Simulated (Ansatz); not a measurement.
# Fe: optical spectrum from first principles, part 2 of 2

What colour and refractive index does Fe have at this level of theory? The cell comes from an older database entry, whose edges can differ from later determinations, mostly by under a per cent.

Ansatz 0.2.0; DFT, PBE, plane-wave PAW, default files, scalar-relativistic, independent-particle optical response without local fields.

So far. Step 2 (Ground state and bands): There are states at the Fermi level within the smearing, so the occupations stay smeared and the carriers get a Drude term. The cell is left with a pressure of -9.5 GPa, as it stands unrelaxed at this level.

The database entry behind the starting cell differs from later determinations by our own check (an axis about 0.7 % long against later determinations), so it need not match the best structure at ambient conditions.

## Step 3: Spectrum

With the density converged, the vertical transitions are summed over the zone.

This step: DFT, PBE, plane-wave PAW, default files, scalar-relativistic, independent-particle optical response without local fields (Ansatz 0.2.0).

Input file input.yaml:

```yaml
crystal:
  lattice:
    - [-1.443, 1.443, 1.443]
    - [1.443, -1.443, 1.443]
    - [1.443, 1.443, -1.443]
  atoms:
    - { symbol: Fe, position: [0.0, 0.0, 0.0], spin: 3.0 }
magnetization:
  spin_polarized: true
kpoints:
  mp_grid: { grid: [14, 14, 14] }
scf:
  occupations: { method: fermi_dirac, width: 0.05 }
hamiltonian:
  xc: pbe
  pseudopotentials: { kind: paw }
output:
  optics:
    e_range: [0, 20]
    de: 0.05
    sigma: 0.1
    drude_damping: 0.05
    nscf_kmesh: { grid: [16, 16, 16] }
    bands: { spectra_wanted_up_to: 20 }
```

The run is started by

```
ansatz run input.yaml --threads 4 --pin off --max-ram 8192MiB --backend cpu --events-out ev --progress --plain --runs-dir out
```

Numbers of over 12 decimals in the logs are rounded to 6 here.

Output:

```text
[...]
Crystal: 1 atoms, lattice volume = 12.019 Å³
Basis set: ecut = 420 eV, 225 PW (Γ)
Bands: 14, of which v1, the nominal top of the filled ones, is band 8 counted from 1 (7 counted from 0)
Symmetry: 48 space group operations
[...]
k-points: 104 of 2744
[...]
Starting moments: Σ|m| = 3 μB on 1 of 1 site
[...]
SCF iter   1: F=—  HF=-4480.572606 eV  |F-HF|=—  |Δ(HF+E_count)|=         —  Δρ=1.21e-1 (↑1.21e-1 ↓4.52e-2)  dr2=1.41e0  dr2_m=4.40e-1  M=2.171 μB ∫|m|=2.212 μB  β_m=0.30  ethr=3.10e-3  ⟨swp⟩=4.5  Hψ=13760  notcnv=0
[...]
SCF iter  13: F=-4480.468527 eV  HF=-4480.468527 eV  |F-HF|=9.09e-13  |Δ(HF+E_count)|=  9.09e-13  Δρ=9.39e-9 (↑5.01e-9 ↓9.39e-9)  dr2=1.24e-14  dr2_m=2.23e-15  M=2.254 μB ∫|m|=2.378 μB  ethr=1.00e-12  ⟨swp⟩=3.9  Hψ=9000  notcnv=0
SCF 1 converged in 13 iterations: F = -4480.468527 eV  dr2 = 1.24e-14
[...]
NSCF: frozen V_eff on 145 k-points
output.optics: what the bands over the 19 summed would add to eps1, eps2 and the energy-loss function is held between a lower and an upper bound (6 Lanczos steps). eps1, eps2 and their loss function (loss_summed_bands) are given on every row as the summed bands alone make them. Along an axis, on a row where the two bounds hold the loss function to about 1 % of the greater of itself and 0.5 % of |1/eps|, its cell (loss_completed) is given, with the completed eps1 and eps2 that it is formed of (a cell that is left empty reads nan in the table and null in the record). The two bounds hold it so along every axis on all 400 rows up to 20.000 eV. [rest of the remark cut]
SCF converged after 13 iterations
Magnetization: 2.2536 μB (9.1268 up, 6.8732 down)
Absolute magnetization: 2.3783 μB (∫|ρ↑−ρ↓|, with the PAW one-centre terms)
[...]
Per-site moments (μB) at R_I (Å): [(2.306348, 1.030982)]
Free energy (F): -4480.468527 eV
[...]
Internal energy: -4480.460521 eV  (E = F + TS)
E sigma→0 (E₀):  -4480.464524 eV
Entropy (-TS):   -0.008007 eV (-8.007 meV/atom)
Fermi energy:    17.247956 eV
[...]
--- Band table (eV; the first three rows and the last of 208) ---
  k-point 0 ↑: bands = [... 4 lower, 9.0804, 15.0876, 15.0876, 15.0876, 16.1992, 16.1992, 41.1566, 41.1566, ... 2 higher]
  k-point 1 ↑: bands = [... 4 lower, 9.2833, 15.0346, 15.0830, 15.1926, 16.1477, 16.2035, 39.9164, 40.8726, ... 2 higher]
  k-point 2 ↑: bands = [... 4 lower, 9.8719, 14.8882, 15.0444, 15.4950, 16.0511, 16.2176, 37.2000, 39.8392, ... 2 higher]
  k-point 103 ↓: bands = [... 4 lower, 14.6011, 14.6011, 19.5977, 19.5977, 19.5977, 26.9842, 26.9842, 26.9842, ... 2 higher]
```

It took 37 s on 4 threads of Intel Xeon at 2.50GHz (Skylake/Cascade Lake), shared host; peak memory 1.1 GiB; 2.1 min of CPU time.

Read-outs, printed or worked out from the files:

| Item | Value |
| --- | --- |
| magnetization | 2.254 μB |
| absolute magnetization | 2.378 μB |
| site moments | 2.306 μB |
| main peak of the optical conductivity above 1 eV, first axis | 2.874 eV |
| Drude plasma energy, first axis | 6.358 eV |
| bands summed | 19 |
| spectra valid up to | 32.01 eV |
| program's estimate of the k-sum error in Im epsilon | 0.16 % |
| electrons in the f-sum | 7.205 |

The Im ε, any direction has structure finer than the step of the table below, so its rows give means over 0.5 eV, whole bins alone (the curve runs from 0.3 to 20 eV). Peaks (eV: height): 2.55: 27.3, 6.25: 7.51.

Im ε, any direction against photon energy; means over each step:

```tsv
photon energy (eV)	Im ε, any direction
1.0	37.2
1.5	26.2
2.0	23.6
2.5	26.0
3.0	23.9
3.5	14.8
4.0	6.57
4.5	5.18
5.0	5.18
5.5	3.61
6.0	4.14
6.5	6.23
7.0	3.34
7.5	2.22
8.0	1.76
8.5	2.33
9.0	2.83
9.5	3.25
10.0	2.94
10.5	2.45
11.0	2.27
11.5	2.39
12.0	2.35
12.5	2.17
13.0	1.96
13.5	1.78
14.0	1.63
14.5	1.49
15.0	1.37
15.5	1.27
16.0	1.20
16.5	1.15
17.0	1.12
17.5	1.15
18.0	1.22
18.5	1.38
19.0	1.43
19.5	1.31
```

Table of Re ε, any direction by photon energy:

```tsv
photon energy (eV)	Re ε, any direction
0.5	-123
1.0	-23.7
1.5	-7.56
2.0	-1.25
2.5	-0.359
3.0	-9.37
3.5	-15.0
4.0	-9.47
4.5	-4.46
5.0	-4.11
5.5	-2.99
6.0	0.362
6.5	-2.83
7.0	-3.03
7.5	-1.94
8.0	-0.670
8.5	0.341
9.0	0.340
9.5	0.107
10.0	-0.483
10.5	-0.396
11.0	-0.0792
11.5	-0.107
12.0	-0.167
12.5	-0.263
13.0	-0.272
13.5	-0.230
14.0	-0.172
14.5	-0.113
15.0	-0.0253
15.5	0.0748
16.0	0.174
16.5	0.273
17.0	0.379
17.5	0.490
18.0	0.566
18.5	0.580
19.0	0.355
19.5	0.300
20.0	0.274
```

Values under 1 per cm are given as 1. Absorption coefficient, any direction against photon energy:

photon energy (eV), log10 absorption coefficient, any direction (1/cm) and a bar from the least value:
```
    0.500        5.8 
    1.000        5.8 #
    1.500        5.8 ###
    2.000        5.9 #######
    2.500        6.0 ###############
    3.000        6.1 #########################
    3.500        6.2 ##############################
    4.000        6.1 ##########################
    4.500        6.0 ###################
    5.000        6.1 #######################
    5.500        6.0 ####################
    6.000        5.9 #######
    6.500        6.2 #############################
    7.000        6.1 ###########################
    7.500        6.1 #######################
    8.000        6.0 ##############
    8.500        5.9 #############
    9.000        6.0 ##################
    9.500        6.1 ########################
   10.000        6.1 ##########################
   10.500        6.1 #########################
   11.000        6.1 #######################
   11.500        6.1 #########################
   12.000        6.1 ###########################
   12.500        6.1 ############################
   13.000        6.1 ############################
   13.500        6.1 ###########################
   14.000        6.1 ###########################
   14.500        6.1 ##########################
   15.000        6.1 #########################
   15.500        6.1 #######################
   16.000        6.1 ######################
   16.500        6.1 #####################
   17.000        6.0 ####################
   17.500        6.0 ####################
   18.000        6.1 #####################
   18.500        6.1 #########################
   19.000        6.2 #############################
   19.500        6.2 ############################
   20.000        6.2 #############################
```

Reflectivity at normal incidence, any direction against photon energy; read off at these points:

```tsv
photon energy (eV)	reflectivity at normal incidence, any direction (%)
0.50	92.6
1.00	75.2
1.50	63.5
2.00	57.1
2.50	58.7
3.00	64.8
3.50	72.8
3.70	75.0
4.00	72.4
4.50	57.0
5.00	54.0
5.50	51.1
6.00	22.1
6.50	47.0
6.75	53.8
7.00	52.7
7.50	47.2
8.00	30.0
8.50	18.4
9.00	20.7
9.50	24.7
10.00	28.1
10.50	26.0
11.00	21.7
11.50	22.7
12.00	23.3
12.50	23.8
13.00	23.4
13.50	22.5
14.00	21.3
14.50	20.0
15.00	18.2
15.50	16.1
16.00	14.1
16.50	12.3
17.00	10.5
17.50	9.35
18.00	9.05
18.50	10.2
19.00	13.0
19.50	12.7
20.00	13.0
```

Refractive index n and extinction k against photon energy:

```tsv
photon energy (eV)	n	k
0.5	2.64	11.4
1.0	3.19	5.83
1.5	3.11	4.15
2.0	3.33	3.51
2.5	3.66	3.71
3.0	2.88	4.21
3.5	1.73	4.24
4.0	0.998	3.24
4.5	1.05	2.36
5.0	1.18	2.35
5.5	0.920	1.96
6.0	1.33	1.18
6.5	1.46	2.23
7.0	0.844	1.93
7.5	0.707	1.56
8.0	0.762	1.12
8.5	1.17	1.01
9.0	1.26	1.12
9.5	1.32	1.28
10.0	1.12	1.32
10.5	1.02	1.20
11.0	1.03	1.07
11.5	1.07	1.12
12.0	1.05	1.13
12.5	0.983	1.11
13.0	0.922	1.06
13.5	0.885	1.01
14.0	0.858	0.954
14.5	0.831	0.896
15.0	0.818	0.834
15.5	0.820	0.773
16.0	0.833	0.721
16.5	0.853	0.674
17.0	0.884	0.634
17.5	0.933	0.617
18.0	0.977	0.623
18.5	1.02	0.682
19.0	0.964	0.757
19.5	0.904	0.719
20.0	0.892	0.722
```

Optical constants at common wavelengths, from n + ik = √ε:

```tsv
wavelength (nm)	n	k	R (%)	1/α
800	3.12	4.031	62.4	16 nm
633	3.33	3.550	57.5	14 nm
532	3.56	3.398	56.0	12 nm
405	2.76	4.225	65.5	7.6 nm
365	2.09	4.315	70.3	6.7 nm
308	0.98	3.191	72.1	7.7 nm
248	1.18	2.345	54.0	8.4 nm
```

In reflection the computed colour is light grey: x = 0.307, y = 0.318, luminous reflectivity 57 %.

## Step 4: What came out

```yaml
gap_on_the_path: 0 eV
main_peak_of_the_optical_conductivity_above_1_ev_first_axis: 2.87 eV
drude_plasma_energy_first_axis: 6.36 eV
```

At this level (PBE, independent particles) Fe is a metal with a Drude plasma energy of 6.4 eV; it reflects 56 % at 550 nm. Along x the bare Drude plasma energy is 6.4 eV; Re ε first rises through zero at 2.15 eV, far lower, because interband transitions screen the carriers. Im ε is 23 there, so the loss peak at that energy is weak. In reflection the computed colour is light grey: x = 0.307, y = 0.318, luminous reflectivity 57 %. In the base run ε includes the program's bounded estimate of what the bands above those summed add. The carriers' damping of 0.05 eV is typed, not computed; at 0.8 eV the carriers give 9 % of Im ε along the first axis; the rest comes from the sum over bands, which at low energy also holds close bands and the noise of the mesh. The magnetic state comes from one start and need not be the lowest. The Fermi-Dirac width of 0.05 eV acts as an electron temperature of 580 K in the carriers' term.

[Logs are printed without paths, hosts, clocks, repeated set-up lines and the standing remarks that a program may print on its own settings, such as how far it seeks lower states.]

[Hosts, paths, dates, database ids (printed as entryN), source tags and the programs' standing remarks are cut or masked in the printed files.]
